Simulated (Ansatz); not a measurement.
# La on Ni(111): change of the work function, part 2 of 4

Wanted: Δφ(θ) for La/Ni(111), starting from the fcc site.

Ansatz 0.2.0; plane-wave DFT, PBE, Ansatz PAW.

So far, work function, upper face (eV): step 2 (the clean slab) 5.07.

## (3) Adsorbate added, k-mesh 4×4×1, coverage 0.111 ML

System of this step: La/Ni(111). The cell holds 37 atoms: 36 Ni and 1 La. Cell: a = 7.467 Å, b = 7.467 Å, c = 27.155 Å, α = 90.0°, β = 90.0°, γ = 60.0°. Vacuum lies along c.

The clean slab as it ended is repeated in the plane and the adsorbate is set on one face; the cell's size fixes the coverage, and the k-mesh shrinks with it to keep the sampling density about even. Adsorbate and upper layers relax, since the dipole depends on the height.

The input, input.yaml:

```yaml
crystal:
  lattice:
    - [7.4670476093, 0.0, 0.0]
    - [3.7335238046, 6.4666529209, 0.0]
    - [0.0, 0.0, 27.1546097803]
  atoms:
    - { symbol: Ni, position: [0.0, 0.0, 0.3314354385], spin: 0.7 }
    - { symbol: Ni, position: [0.1111111111, 0.1111111111, 0.4062762468], spin: 0.72 }
    - { symbol: Ni, position: [0.2222222222, 0.2222222222, 0.4808681612], spin: 0.72 }
    - { symbol: Ni, position: [0.0, 0.0, 0.5547112021], spin: 0.7 }
    - { symbol: Ni, position: [0.0, 0.3333333333, 0.3314354385], spin: 0.7 }
    - { symbol: Ni, position: [0.1111111111, 0.4444444444, 0.4062762468], spin: 0.72 }
    - { symbol: Ni, position: [0.2222222222, 0.5555555556, 0.4808681612], spin: 0.72 }
    - { symbol: Ni, position: [0.0, 0.3333333333, 0.5547112021], spin: 0.7 }
    - { symbol: Ni, position: [0.0, 0.6666666667, 0.3314354385], spin: 0.7 }
    - { symbol: Ni, position: [0.1111111111, 0.7777777778, 0.4062762468], spin: 0.72 }
    - { symbol: Ni, position: [0.2222222222, 0.8888888889, 0.4808681612], spin: 0.72 }
    - { symbol: Ni, position: [0.0, 0.6666666667, 0.5547112021], spin: 0.7 }
    - { symbol: Ni, position: [0.3333333333, 0.0, 0.3314354385], spin: 0.7 }
    - { symbol: Ni, position: [0.4444444444, 0.1111111111, 0.4062762468], spin: 0.72 }
    - { symbol: Ni, position: [0.5555555556, 0.2222222222, 0.4808681612], spin: 0.72 }
    - { symbol: Ni, position: [0.3333333333, 0.0, 0.5547112021], spin: 0.7 }
    - { symbol: Ni, position: [0.3333333333, 0.3333333333, 0.3314354385], spin: 0.7 }
    - { symbol: Ni, position: [0.4444444444, 0.4444444444, 0.4062762468], spin: 0.72 }
    - { symbol: Ni, position: [0.5555555556, 0.5555555556, 0.4808681612], spin: 0.72 }
    - { symbol: Ni, position: [0.3333333333, 0.3333333333, 0.5547112021], spin: 0.7 }
    - { symbol: Ni, position: [0.3333333333, 0.6666666667, 0.3314354385], spin: 0.7 }
    - { symbol: Ni, position: [0.4444444444, 0.7777777778, 0.4062762468], spin: 0.72 }
    - { symbol: Ni, position: [0.5555555556, 0.8888888889, 0.4808681612], spin: 0.72 }
    - { symbol: Ni, position: [0.3333333333, 0.6666666667, 0.5547112021], spin: 0.7 }
    - { symbol: Ni, position: [0.6666666667, 0.0, 0.3314354385], spin: 0.7 }
    - { symbol: Ni, position: [0.7777777778, 0.1111111111, 0.4062762468], spin: 0.72 }
    - { symbol: Ni, position: [0.8888888889, 0.2222222222, 0.4808681612], spin: 0.72 }
    - { symbol: Ni, position: [0.6666666667, 0.0, 0.5547112021], spin: 0.7 }
    - { symbol: Ni, position: [0.6666666667, 0.3333333333, 0.3314354385], spin: 0.7 }
    - { symbol: Ni, position: [0.7777777778, 0.4444444444, 0.4062762468], spin: 0.72 }
    - { symbol: Ni, position: [0.8888888889, 0.5555555556, 0.4808681612], spin: 0.72 }
    - { symbol: Ni, position: [0.6666666667, 0.3333333333, 0.5547112021], spin: 0.7 }
    - { symbol: Ni, position: [0.6666666667, 0.6666666667, 0.3314354385], spin: 0.7 }
    - { symbol: Ni, position: [0.7777777778, 0.7777777778, 0.4062762468], spin: 0.72 }
    - { symbol: Ni, position: [0.8888888889, 0.8888888889, 0.4808681612], spin: 0.72 }
    - { symbol: Ni, position: [0.6666666667, 0.6666666667, 0.5547112021], spin: 0.7 }
    - { symbol: La, position: [0.1111111111, 0.1111111111, 0.6685645615] }
magnetization:
  spin_polarized: true
kpoints:
  mp_grid: { grid: [4, 4, 1] }
hamiltonian:
  xc: pbe
scf:
  occupations: { method: fermi_dirac, width: 0.1 }
  convergence: { dr2_threshold: 1.0e-08 }
efield:
  axis: 3
  dipole_correction: true
  ramp_position: 0.97
  ramp_width: 0.06
relax:
  f_tol: 0.02
  max_steps: 60
  constraints:
    - { sites: [0, 1, 4, 5, 8, 9, 12, 13, 16, 17, 20, 21, 24, 25, 28, 29, 32, 33] }
output:
  write_potential: true
  write_density: true
  volumetric_format: npy
```

Started as:

```
$ ansatz run input.yaml --threads 4 --pin off --max-ram 16384MiB --backend cpu --events-out ev --progress --plain --runs-dir out
```

Output:

```text
[...]
Crystal: 37 atoms, lattice volume = 1311.209 Å³
Basis set: ecut = 420 eV, 25651 PW (Γ), exchange–correlation on 100×100×384 points (8 copies of the dense FFT grid, shifted against one another)
Bands: 411, of which v1, the nominal top of the filled ones, is band 330 counted from 1 (329 counted from 0)
Symmetry: 6 space group operations
k-points: 4 of 16 (time reversal used)
[...]
Starting moments: Σ|m| = 25.56 μB on 36 of 37 sites
[...]
SCF iter   1: F=—  HF=-216438.023248 eV  |F-HF|=—  |Δ(HF+E_count)|=         —  Δρ=2.34e-2 (↑1.15e-2 ↓2.34e-2)  dr2=7.00e1  dr2_m=1.90e0  M=26.353 μB ∫|m|=27.868 μB  β_m=1.00  ethr=3.10e-3  p=0.000 e·Å  D=2.24e-6 V/Å  ΔV_dip=-0.00 eV  dr2_dipole=1.31e1  V_vac-E_F(+/−)=7.09/7.09 eV  ⟨swp⟩=8.2  Hψ=15594  notcnv=0  defer=277
[...]
SCF iter  71: F=-216468.682743 eV  HF=-216468.682743 eV  |F-HF|=7.28e-10  |Δ(HF+E_count)|=  5.24e-10  Δρ=2.56e-7 (↑2.06e-7 ↓2.56e-7)  dr2=2.43e-9  dr2_m=1.13e-10  M=22.181 μB ∫|m|=27.554 μB  ethr=1.00e-12  p=0.705 e·Å  D=9.73e-2 V/Å  ΔV_dip=-2.64 eV  dr2_dipole=2.77e-10  V_vac-E_F(+/−)=2.43/5.07 eV  ⟨swp⟩=6.0  Hψ=19987  notcnv=0
SCF 1 converged in 71 iterations: F = -216468.682743 eV  dr2 = 2.43e-9
[...]
relax step   1: F+E_penalty+E_count = -216468.68274263 eV  Δ(F+E_penalty+E_count) = +0.000e0 eV  max|allowed force component| = 3.005e0 eV/Å  Δτ_max = 0.0000 Å  (71 SCF iters, accepted)
[...]
SCF iter  19: F=-216469.356393 eV  HF=-216469.356393 eV  |F-HF|=6.90e-9  |Δ(HF+E_count)|=   1.39e-8  Δρ=3.04e-7 (↑1.74e-7 ↓3.04e-7)  dr2=7.21e-9  dr2_m=2.45e-10  M=22.351 μB ∫|m|=26.933 μB  ethr=1.52e-12  p=0.750 e·Å  D=1.03e-1 V/Å  ΔV_dip=-2.81 eV  dr2_dipole=1.36e-9  V_vac-E_F(+/−)=2.27/5.08 eV  ⟨swp⟩=6.0  Hψ=21771  notcnv=0
SCF 2 converged in 19 iterations: F = -216469.356393 eV  dr2 = 7.21e-9
[...]
relax step   2: F+E_penalty+E_count = -216469.35639253 eV  Δ(F+E_penalty+E_count) = -6.736e-1 eV  max|allowed force component| = 3.281e0 eV/Å  Δτ_max = 0.1974 Å  (19 SCF iters, accepted)
SCF iter   1: F=—  HF=-216470.121308 eV  |F-HF|=—  |Δ(HF+E_count)|=         —  Δρ=2.85e-3 (↑2.01e-3 ↓2.85e-3)  dr2=2.96e-1  dr2_m=4.99e-2  M=22.220 μB ∫|m|=26.562 μB  β_m=1.00  ethr=2.78e-4  p=0.750 e·Å  D=1.03e-1 V/Å  ΔV_dip=-2.81 eV  dr2_dipole=4.38e-3  V_vac-E_F(+/−)=2.28/5.08 eV  ⟨swp⟩=5.1  Hψ=7744  notcnv=0  defer=268
[...]
SCF iter  16: F=-216470.082537 eV  HF=-216470.082537 eV  |F-HF|=1.34e-9  |Δ(HF+E_count)|=   1.43e-8  Δρ=5.80e-7 (↑2.78e-7 ↓5.80e-7)  dr2=7.00e-9  dr2_m=9.28e-10  M=22.232 μB ∫|m|=26.406 μB  ethr=1.00e-12  p=0.787 e·Å  D=1.09e-1 V/Å  ΔV_dip=-2.95 eV  dr2_dipole=9.46e-10  V_vac-E_F(+/−)=2.13/5.08 eV  ⟨swp⟩=5.8  Hψ=20597  notcnv=0
SCF 3 converged in 16 iterations: F = -216470.082537 eV  dr2 = 7.00e-9
[...]
relax step   3: F+E_penalty+E_count = -216470.08253735 eV  Δ(F+E_penalty+E_count) = -7.261e-1 eV  max|allowed force component| = 3.304e0 eV/Å  Δτ_max = 0.1940 Å  (16 SCF iters, accepted)
[...]
relax step   4: F+E_penalty+E_count = -216470.74804747 eV  Δ(F+E_penalty+E_count) = -6.655e-1 eV  max|allowed force component| = 2.801e0 eV/Å  Δτ_max = 0.1936 Å  (15 SCF iters, accepted)
[...]
relax step   5: F+E_penalty+E_count = -216471.19746067 eV  Δ(F+E_penalty+E_count) = -4.494e-1 eV  max|allowed force component| = 1.406e0 eV/Å  Δτ_max = 0.1965 Å  (16 SCF iters, accepted)
[...]
relax step   6: F+E_penalty+E_count = -216471.31544059 eV  Δ(F+E_penalty+E_count) = -1.180e-1 eV  max|allowed force component| = 6.506e-1 eV/Å  Δτ_max = 0.2000 Å  (13 SCF iters, accepted)
[...]
relax step   7: F+E_penalty+E_count = -216471.40033589 eV  Δ(F+E_penalty+E_count) = -8.490e-2 eV  max|allowed force component| = 2.019e-1 eV/Å  Δτ_max = 0.0843 Å  (17 SCF iters, accepted)
[...]
relax step   8: F+E_penalty+E_count = -216471.37739564 eV  Δ(F+E_penalty+E_count) = +2.294e-2 eV  max|allowed force component| = 7.140e-1 eV/Å  Δτ_max = 0.1014 Å  (15 SCF iters, rejected (line search))
SCF iter   1: F=—  HF=-216471.406046 eV  |F-HF|=—  |Δ(HF+E_count)|=         —  Δρ=7.64e-4 (↑7.64e-4 ↓6.07e-4)  dr2=6.32e-2  dr2_m=1.75e-3  M=21.587 μB ∫|m|=25.389 μB  β_m=1.00  ethr=1.34e-4  p=0.740 e·Å  D=1.02e-1 V/Å  ΔV_dip=-2.77 eV  dr2_dipole=1.75e-2  V_vac-E_F(+/−)=2.31/5.09 eV  ⟨swp⟩=3.6  Hψ=6296  notcnv=0  defer=293
[...]
SCF iter  18: F=-216471.403762 eV  HF=-216471.403762 eV  |F-HF|=7.65e-9  |Δ(HF+E_count)|=  5.53e-10  Δρ=2.77e-7 (↑5.97e-8 ↓2.77e-7)  dr2=4.47e-9  dr2_m=1.56e-10  M=21.538 μB ∫|m|=25.310 μB  ethr=1.00e-12  p=0.713 e·Å  D=9.84e-2 V/Å  ΔV_dip=-2.67 eV  dr2_dipole=1.03e-9  V_vac-E_F(+/−)=2.40/5.08 eV  ⟨swp⟩=5.5  Hψ=16448  notcnv=0
SCF 9 converged in 18 iterations: F = -216471.403762 eV  dr2 = 4.47e-9
relax step   9: F+E_penalty+E_count = -216471.40376225 eV  Δ(F+E_penalty+E_count) = -3.426e-3 eV  max|allowed force component| = 1.722e-2 eV/Å  Δτ_max = 0.0227 Å  (18 SCF iters, accepted)
NSCF: frozen V_eff on 4 k-points
[...]
SCF converged after 18 iterations
Magnetization: 21.5383 μB (340.2691 up, 318.7309 down)
Absolute magnetization: 25.3356 μB (∫|ρ↑−ρ↓|, with the PAW one-centre terms)
[...]
Per-site moments (μB) at R_I (Å): [(0.704183, 1.026719), (0.712083, 1.021572), (0.649979, 1.020066), (0.259006, 1.015588), (0.704183, 1.026719), (0.711095, 1.020066), (0.686401, 1.023275), (0.259006, 1.015588), (0.709437, 1.026719), (0.711095, 1.020066), (0.649979, 1.020066), (0.618777, 1.015588), (0.704183, 1.026719), (0.711095, 1.020066), (0.686401, 1.023275), (0.259006, 1.015588), (0.697105, 1.026719), (0.714595,  [...]
Free energy (F): -216471.403762 eV
[...]
Internal energy: -216469.337195 eV  (E = F + TS)
E sigma→0 (E₀):  -216470.370479 eV
Entropy (-TS):   -2.066567 eV (-55.853 meV/atom)
Fermi energy:    3.294834 eV
Dipole field:    D = 0.098354 V/Å  (p = 0.712696 e·Å, saw-weighted, corrected)
Work function:   Φ+ = 2.4043 eV   Φ− = 5.0750 eV
[...]
--- Forces (eV/Å), atoms counted from 1 ---
  atom   1  Ni     0.00603702     0.00348547     0.15615086
  atom   2  Ni    -0.00000000     0.00000000    -0.13481721
  atom   3  Ni    -0.00320757    -0.00185189     0.00200983
  atom   4  Ni    -0.00556981    -0.00321573    -0.00859006
  atom   5  Ni     0.00000000    -0.00697095     0.15615086
  atom   6  Ni     0.02552903     0.02655939    -0.14201467
  atom   7  Ni    -0.00067395     0.00038911     0.00088135
  atom   8  Ni    -0.00000000     0.00643146    -0.00859006
  atom   9  Ni    -0.00412877     0.00238374     0.15402153
  atom  10  Ni    -0.01023659    -0.03538849    -0.14201467
  atom  11  Ni    -0.00000000     0.00370378     0.00200983
  atom  12  Ni     0.00069573    -0.00040168    -0.00047800
  atom  13  Ni    -0.00603702     0.00348547     0.15615086
  atom  14  Ni     0.03576563     0.00882909    -0.14201467
  atom  15  Ni     0.00000000    -0.00077822     0.00088135
  atom  16  Ni     0.00556981    -0.00321573    -0.00859006
  atom  17  Ni     0.00326945     0.00188762     0.15189880
  atom  18  Ni     0.00000000     0.00000000    -0.04879109
  atom  19  Ni     0.00067395     0.00038911     0.00088135
  atom  20  Ni    -0.00197012    -0.00113745    -0.00543145
  atom  21  Ni     0.00000000    -0.00377524     0.15189880
  atom  22  Ni     0.01023659    -0.03538849    -0.14201467
  atom  23  Ni    -0.00195885     0.00113094    -0.00079769
  atom  24  Ni    -0.00000000     0.00227489    -0.00543145
  atom  25  Ni     0.00000000    -0.00476749     0.15402153
  atom  26  Ni    -0.03576563     0.00882909    -0.14201467
  atom  27  Ni     0.00320757    -0.00185189     0.00200983
  atom  28  Ni    -0.00000000     0.00080336    -0.00047800
  atom  29  Ni    -0.00326945     0.00188762     0.15189880
  atom  30  Ni    -0.02552903     0.02655939    -0.14201467
  atom  31  Ni     0.00000000    -0.00226188    -0.00079769
  atom  32  Ni     0.00197012    -0.00113745    -0.00543145
  atom  33  Ni     0.00412877     0.00238374     0.15402153
  atom  34  Ni    -0.00000000     0.00000000    -0.33050220
  atom  35  Ni     0.00195885     0.00113094    -0.00079769
  atom  36  Ni    -0.00069573    -0.00040168    -0.00047800
  atom  37  La     0.00000000    -0.00000000     0.01721518
  max |Σ_I F_I| component: 1.22e-5 eV/Å
--- Band table (eV; the first three rows and the last of 8) ---
  k-point 0 ↑: bands = [... 326 lower, 2.5388, 2.5407, 2.5555, 2.5555, 2.5622, 2.5771, 2.5782, 2.5782, ... 77 higher]
  k-point 1 ↑: bands = [... 326 lower, 2.6455, 2.6484, 2.6681, 2.6817, 2.6975, 2.7028, 2.7102, 2.7174, ... 77 higher]
  k-point 2 ↑: bands = [... 326 lower, 2.6900, 2.6928, 2.7017, 2.7039, 2.7124, 2.7628, 2.7699, 2.7806, ... 77 higher]
  k-point 3 ↓: bands = [... 326 lower, 3.4589, 3.4828, 3.5058, 3.5119, 3.5283, 3.5555, 3.5800, 3.5914, ... 77 higher]
--- Relaxed structure (9 steps of the walk, 8 accepted, 0 SCFs on fresh bases) ---
  F+E_penalty+E_count = -216471.40376225 eV   max|allowed force component| = 1.722e-2 eV/Å
  atoms:
    - { symbol: Ni, position: [1.111111e-11, 1.111111e-11, 0.331435] }
    - { symbol: Ni, position: [0.111111, 0.111111, 0.406276] }
    - { symbol: Ni, position: [0.222546, 0.222546, 0.480443] }
    - { symbol: Ni, position: [-0.0024404, -0.0024404, 0.554657] }
    - { symbol: Ni, position: [1.111106e-11, 0.333333, 0.331435] }
    - { symbol: Ni, position: [0.111111, 0.444444, 0.406276] }
    - { symbol: Ni, position: [0.221946, 0.555694, 0.481660] }
    - { symbol: Ni, position: [-0.0024404, 0.338214, 0.554657] }
    - { symbol: Ni, position: [-2.222228e-11, 0.666667, 0.331435] }
    - { symbol: Ni, position: [0.111111, 0.777778, 0.406276] }
    - { symbol: Ni, position: [0.222546, 0.888241, 0.480443] }
    - { symbol: Ni, position: [-0.000386577, 0.666860, 0.556106] }
    - { symbol: Ni, position: [0.333333, 1.111111e-11, 0.331435] }
    - { symbol: Ni, position: [0.444444, 0.111111, 0.406276] }
    - { symbol: Ni, position: [0.555694, 0.221946, 0.481660] }
    - { symbol: Ni, position: [0.338214, -0.0024404, 0.554657] }
    - { symbol: Ni, position: [0.333333, 0.333333, 0.331435] }
    - { symbol: Ni, position: [0.444444, 0.444444, 0.406276] }
    - { symbol: Ni, position: [0.555694, 0.555694, 0.481660] }
    - { symbol: Ni, position: [0.333566, 0.333566, 0.556320] }
    - { symbol: Ni, position: [0.333333, 0.666667, 0.331435] }
    - { symbol: Ni, position: [0.444444, 0.777778, 0.406276] }
    - { symbol: Ni, position: [0.557966, 0.887684, 0.480503] }
    - { symbol: Ni, position: [0.333566, 0.666202, 0.556320] }
    - { symbol: Ni, position: [0.666667, -2.222220e-11, 0.331435] }
    - { symbol: Ni, position: [0.777778, 0.111111, 0.406276] }
    - { symbol: Ni, position: [0.888241, 0.222546, 0.480443] }
    - { symbol: Ni, position: [0.666860, -0.000386577, 0.556106] }
    - { symbol: Ni, position: [0.666667, 0.333333, 0.331435] }
    - { symbol: Ni, position: [0.777778, 0.444444, 0.406276] }
    - { symbol: Ni, position: [0.887684, 0.557966, 0.480503] }
    - { symbol: Ni, position: [0.666202, 0.333566, 0.556320] }
    - { symbol: Ni, position: [0.666667, 0.666667, 0.331435] }
    - { symbol: Ni, position: [0.777778, 0.777778, 0.406276] }
    - { symbol: Ni, position: [0.887684, 0.887684, 0.480503] }
    - { symbol: Ni, position: [0.666860, 0.666860, 0.556106] }
    - { symbol: La, position: [0.111111, 0.111111, 0.630152] }
```

Run time: 77 min. Hardware: 4 threads of Arm Neoverse V1, shared host; peak memory 10 GiB.

The steps of the relaxation:

```
step  energy less that of the first step (eV)  largest force component (eV/Å)
   1                                   0.0000                          3.0046
   2                                  -0.6736                          3.2810
   3                                  -1.3998                          3.3042
   4                                  -2.0653                          2.8014
   5                                  -2.5147                          1.4063
   6                                  -2.6327                          0.6506
   7                                  -2.7176                          0.2019
   8                                  -2.6947                          0.7140
   9                                  -2.7210                          0.0172
```

Relaxation step 8 was tried and not accepted.

Forces are held to the 6 operations that the program found; a distortion that breaks them can't arise in this run.

The atoms that moved most (Å):

```
atom      dx      dy      dz  length
La37   0.000   0.000  -1.043   1.043
Ni32  -0.003   0.002   0.044   0.044
Ni24   0.000  -0.003   0.044   0.044
Ni20   0.003   0.002   0.044   0.044
Ni12  -0.002   0.001   0.038   0.038
Ni36   0.002   0.001   0.038   0.038
Ni28   0.000  -0.002   0.038   0.038
Ni16   0.027  -0.016  -0.001   0.032
```

The relaxed structure:

```
Ni La
1.0
     7.46705    0.00000    0.00000
     3.73352    6.46665    0.00000
     0.00000    0.00000   27.15461
Ni La
36 1
Direct
  0.00000 0.00000 0.33144
  0.11111 0.11111 0.40628
  0.22255 0.22255 0.48044
  0.99756 0.99756 0.55466
  0.00000 0.33333 0.33144
  0.11111 0.44444 0.40628
  0.22195 0.55569 0.48166
  0.99756 0.33821 0.55466
  0.00000 0.66667 0.33144
  0.11111 0.77778 0.40628
  0.22255 0.88824 0.48044
  0.99961 0.66686 0.55611
  0.33333 0.00000 0.33144
  0.44444 0.11111 0.40628
  0.55569 0.22195 0.48166
  0.33821 0.99756 0.55466
  0.33333 0.33333 0.33144
  0.44444 0.44444 0.40628
  0.55569 0.55569 0.48166
  0.33357 0.33357 0.55632
  0.33333 0.66667 0.33144
  0.44444 0.77778 0.40628
  0.55797 0.88768 0.48050
  0.33357 0.66620 0.55632
  0.66667 0.00000 0.33144
  0.77778 0.11111 0.40628
  0.88824 0.22255 0.48044
  0.66686 0.99961 0.55611
  0.66667 0.33333 0.33144
  0.77778 0.44444 0.40628
  0.88768 0.55797 0.48050
  0.66620 0.33357 0.55632
  0.66667 0.66667 0.33144
  0.77778 0.77778 0.40628
  0.88768 0.88768 0.48050
  0.66686 0.66686 0.55611
  0.11111 0.11111 0.63015
```

This step gave:

* energy at zero smearing: -216470.3705 eV
* total moment: 21.54 μB
* work function, upper face: 2.404 eV
* work function, lower face: 5.075 eV
* dipole along the normal: 0.7127 e·Å
* step between the vacuum levels: -2.671 eV

Running mean over 2.032 Å of the planar mean; the ramp of the sawtooth is left out. The electron's electrostatic potential energy less the Fermi level by z:

```
z (Å)  electron's electrostatic potential energy less the Fermi level (eV)
  3.5                                                                 5.08
  4.0                                                                 5.08
  4.5                                                                 5.07
  5.0                                                                 5.07
  5.5                                                                 5.06
  6.0                                                                 5.02
  6.5                                                                 4.89
  7.0                                                                 4.38
  7.5                                                                 2.27
  8.0                                                                -3.19
  8.5                                                                -8.39
  9.0                                                                -10.0
  9.5                                                                -10.3
 10.0                                                                -10.3
 10.5                                                                -10.3
 11.0                                                                -10.4
 11.5                                                                -10.4
 12.0                                                                -10.5
 12.5                                                                -10.4
 13.0                                                                -10.4
 13.5                                                                -10.4
 14.0                                                                -10.3
 14.5                                                                -10.3
 15.0                                                                -10.2
 15.5                                                                -9.47
 16.0                                                                -5.92
 16.5                                                                -1.45
 17.0                                                                0.169
 17.5                                                                0.385
 18.0                                                                0.863
 18.5                                                                 1.53
 19.0                                                                 2.07
 19.5                                                                 2.28
 20.0                                                                 2.35
 20.5                                                                 2.38
 21.0                                                                 2.40
 21.5                                                                 2.40
 22.0                                                                 2.40
 22.5                                                                 2.40
 23.0                                                                 2.40
 23.5                                                                 2.40
 24.0                                                                 2.40
```

(Part 2 of 4 ends here.)

[Long decimals in the printed logs are rounded to 6 places.]

[Logs are printed without paths, hosts, clocks, repeated set-up lines and the standing remarks that a program may print on its own settings, such as how far it seeks lower states.]

[Hosts, paths, dates, database ids (printed as entryN), source tags and the programs' standing remarks are cut or masked in the printed files.]

[Maps of the electrostatic potential energy from Ansatz leave out the sawtooth potential of an applied field or a dipole correction, so their vacuum need not be flat; planar profiles and work functions include it.]
